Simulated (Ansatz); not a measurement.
# CsLiBr2 (P4/nmm): the host for defect calculations

Aim: the runs on the perfect crystal CsLiBr2 (P4/nmm) that a defect calculation needs first.

Program: Ansatz 0.2.0. Level of theory: plane-wave PAW DFT, PBEsol; relaxation of the defect-free supercell from random displacements, a test of the host's stability. Results are calculated unless marked as measured.

### Step 1. Starting point

The cell holds 64 atoms: 16 Cs, 16 Li and 32 Br. Its edges and angles: a = 14.446 Å, b = 14.446 Å, c = 9.811 Å, α = 90.0°, β = 90.0°, γ = 90.0°.

### Step 2. Defect free supercell relaxed from displaced atoms

The input displaces the atoms at random before the relaxation, so that it can leave a symmetric saddle if there is one.

Contents of pristine.rattled/input.yaml:

```yaml
crystal:
  lattice:
    - [10.2148707655, 10.2148707655, 0.0]
    - [-10.2148707655, 10.2148707655, 0.0]
    - [0.0, 0.0, 9.8110819749]
  atoms:
    - { symbol: Cs, position: [0.125, 0.125, 0.2995137008] }
    - { symbol: Cs, position: [0.375, 0.375, 0.2995137008] }
    - { symbol: Cs, position: [0.125, 0.375, 0.7004862992] }
    - { symbol: Cs, position: [0.375, 0.125, 0.7004862992] }
    - { symbol: Li, position: [0.125, 0.375, 0.083885392] }
    - { symbol: Li, position: [0.375, 0.125, 0.083885392] }
    - { symbol: Li, position: [0.125, 0.125, 0.916114608] }
    - { symbol: Li, position: [0.375, 0.375, 0.916114608] }
    - { symbol: Br, position: [0.125, 0.125, 0.6638343086] }
    - { symbol: Br, position: [0.375, 0.375, 0.6638343086] }
    - { symbol: Br, position: [0.125, 0.375, 0.3361656914] }
    - { symbol: Br, position: [0.375, 0.125, 0.3361656914] }
    - { symbol: Br, position: [0.0, 0.0, 0.0] }
    - { symbol: Br, position: [0.25, 0.25, 0.0] }
    - { symbol: Br, position: [0.0, 0.25, 0.0] }
    - { symbol: Br, position: [0.25, 0.0, 0.0] }
    - { symbol: Cs, position: [0.125, 0.625, 0.2995137008] }
    - { symbol: Cs, position: [0.375, 0.875, 0.2995137008] }
    - { symbol: Cs, position: [0.125, 0.875, 0.7004862992] }
    - { symbol: Cs, position: [0.375, 0.625, 0.7004862992] }
    - { symbol: Li, position: [0.125, 0.875, 0.083885392] }
    - { symbol: Li, position: [0.375, 0.625, 0.083885392] }
    - { symbol: Li, position: [0.125, 0.625, 0.916114608] }
    - { symbol: Li, position: [0.375, 0.875, 0.916114608] }
    - { symbol: Br, position: [0.125, 0.625, 0.6638343086] }
    - { symbol: Br, position: [0.375, 0.875, 0.6638343086] }
    - { symbol: Br, position: [0.125, 0.875, 0.3361656914] }
    - { symbol: Br, position: [0.375, 0.625, 0.3361656914] }
    - { symbol: Br, position: [0.0, 0.5, 0.0] }
    - { symbol: Br, position: [0.25, 0.75, 0.0] }
    - { symbol: Br, position: [0.0, 0.75, 0.0] }
    - { symbol: Br, position: [0.25, 0.5, 0.0] }
    - { symbol: Cs, position: [0.625, 0.125, 0.2995137008] }
    - { symbol: Cs, position: [0.875, 0.375, 0.2995137008] }
    - { symbol: Cs, position: [0.625, 0.375, 0.7004862992] }
    - { symbol: Cs, position: [0.875, 0.125, 0.7004862992] }
    - { symbol: Li, position: [0.625, 0.375, 0.083885392] }
    - { symbol: Li, position: [0.875, 0.125, 0.083885392] }
    - { symbol: Li, position: [0.625, 0.125, 0.916114608] }
    - { symbol: Li, position: [0.875, 0.375, 0.916114608] }
    - { symbol: Br, position: [0.625, 0.125, 0.6638343086] }
    - { symbol: Br, position: [0.875, 0.375, 0.6638343086] }
    - { symbol: Br, position: [0.625, 0.375, 0.3361656914] }
    - { symbol: Br, position: [0.875, 0.125, 0.3361656914] }
    - { symbol: Br, position: [0.5, 0.0, 0.0] }
    - { symbol: Br, position: [0.75, 0.25, 0.0] }
    - { symbol: Br, position: [0.5, 0.25, 0.0] }
    - { symbol: Br, position: [0.75, 0.0, 0.0] }
    - { symbol: Cs, position: [0.625, 0.625, 0.2995137008] }
    - { symbol: Cs, position: [0.875, 0.875, 0.2995137008] }
    - { symbol: Cs, position: [0.625, 0.875, 0.7004862992] }
    - { symbol: Cs, position: [0.875, 0.625, 0.7004862992] }
    - { symbol: Li, position: [0.625, 0.875, 0.083885392] }
    - { symbol: Li, position: [0.875, 0.625, 0.083885392] }
    - { symbol: Li, position: [0.625, 0.625, 0.916114608] }
    - { symbol: Li, position: [0.875, 0.875, 0.916114608] }
    - { symbol: Br, position: [0.625, 0.625, 0.6638343086] }
    - { symbol: Br, position: [0.875, 0.875, 0.6638343086] }
    - { symbol: Br, position: [0.625, 0.875, 0.3361656914] }
    - { symbol: Br, position: [0.875, 0.625, 0.3361656914] }
    - { symbol: Br, position: [0.5, 0.5, 0.0] }
    - { symbol: Br, position: [0.75, 0.75, 0.0] }
    - { symbol: Br, position: [0.5, 0.75, 0.0] }
    - { symbol: Br, position: [0.75, 0.5, 0.0] }
basis:
  ecutwfc: 420
  xc_grid: 2
hamiltonian:
  xc: pbesol
kpoints:
  mp_grid: { grid: [1, 1, 1], shift: [0.25, 0.25, 0.25] }
scf:
  occupations: { method: fermi_dirac, width: 0.01 }
  max_iter: 80
output:
  forces: true
relax:
  f_tol: 0.01
  max_steps: 120
  random_displacement: { amplitude: 0.08, seed: 9089 }
checkpoint:
  write: "../pristine.rattled.run"
  compress: false
  write_wavefunctions: false
  write_every: 100000
```

Run with:

```bash
ansatz run input.yaml --threads 4 --pin off --max-ram 7536MiB --backend cpu --events-out ev --progress --plain --runs-dir out
```

Numbers of over 12 decimals in the logs are rounded to 6 here.

The log of the run:

```text
[... repeated set-up lines and file paths are left out, and long positions are rounded to six places ...]
Engine: ansatz 0.2.0, aarch64-unknown-linux-gnu
Pseudopotentials: kind: paw
Pseudopotential: Cs, paw, valence charge 9, recommended cutoff 420 eV (normal), Cs.paw.azcp
Pseudopotential: Li, paw, valence charge 3, recommended cutoff 420 eV (normal), Li.paw.azcp
Pseudopotential: Br, paw, valence charge 7, recommended cutoff 420 eV (normal), Br.paw.azcp
Functional definition: PBEsol
  exchange = pbesol_x
  correlation = pbesol_c
Crystal: 64 atoms, lattice volume = 2047.447 Å³
Basis set: ecut = 420 eV, 39949 PW (Γ), exchange–correlation on 200×200×144 points (8 copies of the dense FFT grid, shifted against one another)
Bands: 272, of which v1, the nominal top of the filled ones, is band 208 counted from 1 (207 counted from 0)
Symmetry: 1 space group operations
k-points: 1
Non-local potential: Cs, projectors of the file, l = 0: 3, l = 1: 2, l = 2: 2, l = 3: 2
Non-local potential: Li, projectors of the file, l = 0: 3, l = 1: 2, l = 2: 1
Non-local potential: Br, projectors of the file, l = 0: 2, l = 1: 2, l = 2: 2
PAW form: soft (Blöchl's): semilocal exchange-correlation on the pseudo side does not see the compensation charge
PAW frozen core: Cs, regenerated for the run's functional, and the local potential with it (the file was generated under x = pbe(κ = 0.804, μ = 0.219515), c = pbe(β = 0.066725))
PAW frozen core: Br, regenerated for the run's functional, and the local potential with it (the file was generated under x = pbe(κ = 0.804, μ = 0.219515), c = pbe(β = 0.066725))
PAW one-centre angular grid: Cs, 194 points (default); XC on 64 Gauss nodes
PAW one-centre angular grid: Li, 110 points (default); XC on 64 Gauss nodes
PAW one-centre angular grid: Br, 110 points (default); XC on 64 Gauss nodes
Initial density: superposition of atomic densities (neutral atoms: chi_scale 0, normalization atom), corrected by the library's trained network
Initial wavefunctions: pseudopotential atomic-orbital guess
Functional: x = pbesol(κ = 0.804, μ = 0.123457), c = pbesol(β = 0.046)
SCF iter   1: F=—  HF=-180295.096735 eV  |F-HF|=—  |Δ(HF+E_count)|=         —  Δρ=1.73e-3  dr2=8.84e-2  ethr=1.77e-3  ⟨swp⟩=9.0  Hψ=1309  notcnv=0  defer=46
preconditioner: auto → Resta (q_TF=auto, 2.092 Å⁻¹)  ε∞=2.9  [insulator: Δε(μ)=4.761 eV  Ē_g=11.074 eV  σ=0.010 eV  W_gap=1.00  n_scr=314 (ndim 8)  ℏωp=15.4 eV  f_vac=0.042  D(μ)=0.00/eV (n_scr^D=0)  ε∞_Penn≈2.9]
SCF iter   2: F=—  HF=-180295.042434 eV  |F-HF|=—  |Δ(HF+E_count)|=   5.43e-2  Δρ=9.38e-4  dr2=2.21e-2  ethr=2.12e-5  ⟨swp⟩=3.0  Hψ=518  notcnv=0  defer=57
SCF iter   3: F=—  HF=-180295.041887 eV  |F-HF|=—  |Δ(HF+E_count)|=   5.47e-4  Δρ=1.80e-4  dr2=8.68e-4  ethr=5.31e-6  ⟨swp⟩=2.0  Hψ=430  notcnv=0  defer=57
SCF iter   4: F=—  HF=-180295.041120 eV  |F-HF|=—  |Δ(HF+E_count)|=   7.67e-4  Δρ=5.43e-5  dr2=1.04e-4  ethr=2.09e-7  ⟨swp⟩=2.0  Hψ=386  notcnv=0  defer=57
SCF iter   5: F=—  HF=-180295.041210 eV  |F-HF|=—  |Δ(HF+E_count)|=   9.01e-5  Δρ=1.26e-5  dr2=5.20e-6  ethr=2.49e-8  ⟨swp⟩=2.0  Hψ=400  notcnv=0  defer=57
SCF iter   6: F=-180295.041221 eV  HF=-180295.041220 eV  |F-HF|=9.87e-7  |Δ(HF+E_count)|=   9.96e-6  Δρ=3.85e-6  dr2=4.89e-7  ethr=6.01e-10  ⟨swp⟩=4.0  Hψ=851  notcnv=0
SCF 1 converged in 6 iterations: F = -180295.041221 eV  dr2 = 4.89e-7
  greatest PAW one-centre occupation: 1.000 electrons in one spin orbital (limit 2), on the Li atom at site 38 (counted from 0), in its partial waves of l = 0
relax step   1: F+E_penalty+E_count = -180295.04122062 eV  Δ(F+E_penalty+E_count) = +0.000e0 eV  max|allowed force component| = 3.303e-1 eV/Å  Δτ_max = 0.0000 Å  (6 SCF iters, dr2 threshold 2.50e-6 eV, accepted)
[... the SCF cycles and remarks between the steps are left out from here to the last step ...]
relax step   2: F+E_penalty+E_count = -180295.28865834 eV  Δ(F+E_penalty+E_count) = -2.474e-1 eV  max|allowed force component| = 3.303e-1 eV/Å  Δτ_max = 0.1658 Å  (5 SCF iters, dr2 threshold 6.82e-6 eV, accepted)
relax step   3: F+E_penalty+E_count = -180295.43125602 eV  Δ(F+E_penalty+E_count) = -1.426e-1 eV  max|allowed force component| = 1.025e-2 eV/Å  Δτ_max = 0.1038 Å  (5 SCF iters, dr2 threshold 6.82e-6 eV, accepted)
relax step   4: F+E_penalty+E_count = -180295.43125723 eV  Δ(F+E_penalty+E_count) = -1.211e-6 eV  max|allowed force component| = 1.028e-2 eV/Å  Δτ_max = 0.0000 Å  (3 SCF iters, accepted)
SCF iter   1: F=—  HF=-180295.433701 eV  |F-HF|=—  |Δ(HF+E_count)|=         —  Δρ=2.34e-4  dr2=1.92e-3  ethr=5.02e-6  ⟨swp⟩=4.0  Hψ=516  notcnv=0  defer=57
SCF iter   2: F=—  HF=-180295.433297 eV  |F-HF|=—  |Δ(HF+E_count)|=   4.04e-4  Δρ=1.08e-4  dr2=3.11e-4  ethr=4.62e-7  ⟨swp⟩=2.0  Hψ=407  notcnv=0  defer=57
SCF iter   3: F=—  HF=-180295.433231 eV  |F-HF|=—  |Δ(HF+E_count)|=   6.61e-5  Δρ=2.40e-5  dr2=1.26e-5  ethr=7.48e-8  ⟨swp⟩=2.0  Hψ=359  notcnv=0  defer=57
SCF iter   4: F=—  HF=-180295.432318 eV  |F-HF|=—  |Δ(HF+E_count)|=   9.12e-4  Δρ=4.89e-6  dr2=1.11e-6  ethr=3.03e-9  ⟨swp⟩=2.0  Hψ=423  notcnv=0  defer=57
SCF iter   5: F=-180295.432318 eV  HF=-180295.432318 eV  |F-HF|=6.42e-8  |Δ(HF+E_count)|=   1.40e-8  Δρ=1.78e-6  dr2=7.33e-8  ethr=2.40e-11  ⟨swp⟩=4.0  Hψ=884  notcnv=0
SCF 5 converged in 5 iterations: F = -180295.432318 eV  dr2 = 7.33e-8
relax step   5: F+E_penalty+E_count = -180295.43231829 eV  Δ(F+E_penalty+E_count) = -1.061e-3 eV  max|allowed force component| = 1.507e-3 eV/Å  Δτ_max = 0.0128 Å  (5 SCF iters, accepted)
SCF converged after 5 iterations
Free energy (F): -180295.432318 eV
Harris-Foulkes:  -180295.432318 eV  (|F-HF|=6.42e-8)
Internal energy: -180295.432318 eV  (E = F + TS)
E sigma→0 (E₀):  -180295.432318 eV
Fermi energy:    4.561194 eV
--- Per-component energies (eV) ---
  E_band       = -2762.622817
  E_kinetic    = 6926.759287
  E_local      = -13550.990479  (includes V_loc(G=0)·N_el)
  E_nonlocal   = 2228.090143
  E_hartree    = 4071.409170
  E_xc         = -11333.367325
  E_vxc        = -5601.878358  (∫ρ·V_xc dr)
  E_paw        = -150539.702250  (= ΣΔE_a)
  E_vpaw       = -907.422357  (= ΣTr[D̂ρ^β])
  E_aug_tail   = 0.000193  (compensation charges beyond the density's cutoff)
  E_ewald      = -18102.890268
  E_core_change = 5.259212  (= ΣΔE_core)
  E_smearing   = -0.000000  (= −TS)
  E_closure    = -0.000000  (closes the sum)
  Σ components = -180295.432318   (vs F -180295.432318, Δ=0.00e0)
--- Forces (eV/Å), atoms counted from 1 ---
  atom   1  Cs     0.00078647    -0.00001420    -0.00033537
  atom   2  Cs    -0.00026345    -0.00008938     0.00027729
  atom   3  Cs     0.00027059    -0.00073787    -0.00004978
  atom   4  Cs     0.00017080    -0.00002284     0.00036805
  atom   5  Li    -0.00060471    -0.00067531    -0.00034403
  atom   6  Li    -0.00049560     0.00036763     0.00010943
  atom   7  Li     0.00069232    -0.00001074    -0.00002918
  atom   8  Li    -0.00009024     0.00045102     0.00046585
  atom   9  Br     0.00096559     0.00004931    -0.00006876
  atom  10  Br     0.00032751    -0.00015033     0.00008731
  atom  11  Br     0.00081565    -0.00010278    -0.00005654
  atom  12  Br     0.00030357     0.00047362     0.00028631
  atom  13  Br    -0.00019331    -0.00008325    -0.00001400
  atom  14  Br     0.00028615    -0.00029284     0.00003776
  atom  15  Br    -0.00026496     0.00085001    -0.00085455
  atom  16  Br     0.00022232    -0.00082508     0.00064722
  atom  17  Cs    -0.00028076    -0.00042399    -0.00029982
  atom  18  Cs     0.00058760     0.00056529     0.00021422
  atom  19  Cs     0.00060231    -0.00047261     0.00057803
  atom  20  Cs     0.00019358    -0.00060714     0.00063359
  atom  21  Li    -0.00014403     0.00010075     0.00016225
  atom  22  Li    -0.00045217     0.00006457    -0.00000402
  atom  23  Li     0.00006853    -0.00050746     0.00052512
  atom  24  Li     0.00067924     0.00083410     0.00060916
  atom  25  Br     0.00055071     0.00008818    -0.00014507
  atom  26  Br    -0.00002340     0.00021547    -0.00004072
  atom  27  Br     0.00059945     0.00044058     0.00057324
  atom  28  Br    -0.00001142     0.00009672     0.00052387
  atom  29  Br    -0.00034243     0.00060097     0.00063362
  atom  30  Br    -0.00020673    -0.00009627    -0.00002921
  atom  31  Br    -0.00010513     0.00040845    -0.00118746
  atom  32  Br     0.00056118    -0.00055736    -0.00005430
  atom  33  Cs    -0.00100695     0.00058596     0.00052595
  atom  34  Cs     0.00016415    -0.00031580    -0.00150710
  atom  35  Cs     0.00041725     0.00020844    -0.00032350
  atom  36  Cs    -0.00002260     0.00043540     0.00002170
  atom  37  Li     0.00022321    -0.00014600     0.00030475
  atom  38  Li    -0.00030289     0.00028285    -0.00010401
  atom  39  Li    -0.00039938    -0.00009121     0.00028248
  atom  40  Li     0.00050213    -0.00038440    -0.00078511
  atom  41  Br     0.00033884    -0.00057032     0.00017755
  atom  42  Br    -0.00082188     0.00031523    -0.00040379
  atom  43  Br    -0.00036785    -0.00052674    -0.00015590
  atom  44  Br    -0.00017753     0.00053647    -0.00019467
  atom  45  Br    -0.00103278     0.00004775     0.00017319
  atom  46  Br     0.00043400     0.00006944    -0.00017603
  atom  47  Br     0.00002326     0.00063814     0.00001614
  atom  48  Br     0.00006248    -0.00048474    -0.00002995
  atom  49  Cs     0.00045788     0.00009082    -0.00000597
  atom  50  Cs    -0.00070967    -0.00000847    -0.00054912
  atom  51  Cs     0.00073617     0.00049780     0.00013315
  atom  52  Cs     0.00027605     0.00016284     0.00021625
  atom  53  Li     0.00001024     0.00035988    -0.00031971
  atom  54  Li    -0.00021875    -0.00030743    -0.00043891
  atom  55  Li     0.00075922    -0.00099839     0.00015816
  atom  56  Li    -0.00030533    -0.00015764     0.00010557
  atom  57  Br    -0.00110933    -0.00035727    -0.00020996
  atom  58  Br     0.00010986     0.00018715    -0.00028647
  atom  59  Br    -0.00050722     0.00013060    -0.00018651
  atom  60  Br    -0.00028040    -0.00002881    -0.00009047
  atom  61  Br    -0.00096539     0.00035857     0.00025496
  atom  62  Br    -0.00041521    -0.00062272    -0.00029624
  atom  63  Br    -0.00068094     0.00048267     0.00052889
  atom  64  Br    -0.00029817    -0.00038467    -0.00006527
  max |Σ_I F_I| component: 9.77e-5 eV/Å
--- Relaxed structure (5 steps of the walk, 5 accepted, 0 SCFs on fresh bases) ---
  F+E_penalty+E_count = -180295.43231829 eV   max|allowed force component| = 1.507e-3 eV/Å
  atoms:
    - { symbol: Cs, position: [0.125044, 0.124556, 0.299516] }
    - { symbol: Cs, position: [0.375275, 0.374318, 0.299357] }
    - { symbol: Cs, position: [0.125188, 0.374559, 0.700335] }
    - { symbol: Cs, position: [0.375017, 0.124358, 0.700083] }
    - { symbol: Li, position: [0.125292, 0.374503, 0.083872] }
    - { symbol: Li, position: [0.375119, 0.124300, 0.083630] }
    - { symbol: Li, position: [0.124986, 0.124518, 0.915967] }
    - { symbol: Li, position: [0.375164, 0.374296, 0.915827] }
    - { symbol: Br, position: [0.124924, 0.124600, 0.663684] }
    - { symbol: Br, position: [0.375155, 0.374356, 0.663552] }
    - { symbol: Br, position: [0.125278, 0.374603, 0.336148] }
    - { symbol: Br, position: [0.375049, 0.124317, 0.335912] }
    - { symbol: Br, position: [0.000106, -0.000676, -0.000214] }
    - { symbol: Br, position: [0.250075, 0.249530, -0.000180] }
    - { symbol: Br, position: [8.336800816770296e-5, 0.249328, 0.000453] }
    - { symbol: Br, position: [0.250121, -0.000448, -0.000528] }
    - { symbol: Cs, position: [0.125368, 0.624514, 0.299487] }
    - { symbol: Cs, position: [0.375129, 0.874339, 0.299267] }
    - { symbol: Cs, position: [0.125091, 0.874564, 0.700132] }
    - { symbol: Cs, position: [0.375303, 0.624367, 0.700053] }
    - { symbol: Li, position: [0.125206, 0.874490, 0.083690] }
    - { symbol: Li, position: [0.375376, 0.624309, 0.083617] }
    - { symbol: Li, position: [0.125283, 0.624489, 0.915918] }
    - { symbol: Li, position: [0.375058, 0.874316, 0.915729] }
    - { symbol: Br, position: [0.125241, 0.624564, 0.663654] }
    - { symbol: Br, position: [0.375069, 0.874327, 0.663462] }
    - { symbol: Br, position: [0.125181, 0.874570, 0.335969] }
    - { symbol: Br, position: [0.375375, 0.624352, 0.335894] }
    - { symbol: Br, position: [0.000328, 0.499313, -0.000321] }
    - { symbol: Br, position: [0.250260, 0.749514, -5.6711474260228264e-5] }
    - { symbol: Br, position: [0.000270, 0.749332, 0.000109] }
    - { symbol: Br, position: [0.250335, 0.499551, -0.000241] }
    - { symbol: Cs, position: [0.625104, 0.124117, 0.299393] }
    - { symbol: Cs, position: [0.875248, 0.374250, 0.299820] }
    - { symbol: Cs, position: [0.625163, 0.374195, 0.700317] }
    - { symbol: Cs, position: [0.875000, 0.124208, 0.700389] }
    - { symbol: Li, position: [0.625250, 0.374203, 0.083809] }
    - { symbol: Li, position: [0.875098, 0.124243, 0.083927] }
    - { symbol: Li, position: [0.625075, 0.124154, 0.915892] }
    - { symbol: Li, position: [0.875174, 0.374255, 0.916220] }
    - { symbol: Br, position: [0.625027, 0.124202, 0.663609] }
    - { symbol: Br, position: [0.875195, 0.374146, 0.663923] }
    - { symbol: Br, position: [0.625264, 0.374174, 0.336102] }
    - { symbol: Br, position: [0.875056, 0.124180, 0.336210] }
    - { symbol: Br, position: [0.500119, -0.000900, -0.000123] }
    - { symbol: Br, position: [0.750061, 0.249198, -0.000136] }
    - { symbol: Br, position: [0.500080, 0.249146, -0.000234] }
    - { symbol: Br, position: [0.750126, -0.000770, -0.000107] }
    - { symbol: Cs, position: [0.625326, 0.624185, 0.299460] }
    - { symbol: Cs, position: [0.875204, 0.874202, 0.299607] }
    - { symbol: Cs, position: [0.625068, 0.874203, 0.700203] }
    - { symbol: Cs, position: [0.875268, 0.624216, 0.700368] }
    - { symbol: Li, position: [0.625192, 0.874159, 0.083760] }
    - { symbol: Li, position: [0.875375, 0.624248, 0.083936] }
    - { symbol: Li, position: [0.625317, 0.624236, 0.915931] }
    - { symbol: Li, position: [0.875169, 0.874221, 0.916042] }
    - { symbol: Br, position: [0.625375, 0.624139, 0.663654] }
    - { symbol: Br, position: [0.875083, 0.874186, 0.663768] }
    - { symbol: Br, position: [0.625159, 0.874134, 0.336039] }
    - { symbol: Br, position: [0.875384, 0.624227, 0.336207] }
    - { symbol: Br, position: [0.500337, 0.499110, -0.000219] }
    - { symbol: Br, position: [0.750280, 0.749204, 3.4091741212315086e-5] }
    - { symbol: Br, position: [0.500265, 0.749149, -0.000558] }
    - { symbol: Br, position: [0.750343, 0.499245, 0.000123] }
```

It took 2.7 min on 4 threads of Arm Neoverse N1, shared host; peak memory 2.9 GiB; 10 min of CPU time.

The steps of the relaxation:

| step | energy less that of the first step (eV) | largest force component (eV/Å) |
| --- | --- | --- |
| 1 | 0.0000 | 0.3303 |
| 2 | -0.2474 | 0.3303 |
| 3 | -0.3900 | 0.0102 |
| 4 | -0.3900 | 0.0103 |
| 5 | -0.3911 | 0.0015 |

The relaxation ends 6.1 meV an atom lower than the displaced start, with a largest force component of 0.0015 eV/Å.

### Step 3. Results

```
symmetric supercell less the displaced and relaxed one : 0.000 eV
```

**Reading.** The energy fell by 0.391 eV from the randomly displaced start; against the sites as typed, Br15 ends farthest off, by 0.01 Å, once the mean shift is taken out. The displaced cell ends within 0.01 eV of the symmetric one, so no lower structure shows in this supercell. All at zero temperature.

[Logs are printed without paths, hosts, clocks, repeated set-up lines and the standing remarks that a program may print on its own settings, such as how far it seeks lower states.]

[Hosts, paths, dates, database ids (printed as entryN), source tags and the programs' standing remarks are cut or masked in the printed files.]

[Runs of the host that timed out are not shown.]

[For some hosts the program warned that the k-mesh of the response run may be too coarse for force constants and the static dielectric constant; such warnings are not always shown.]
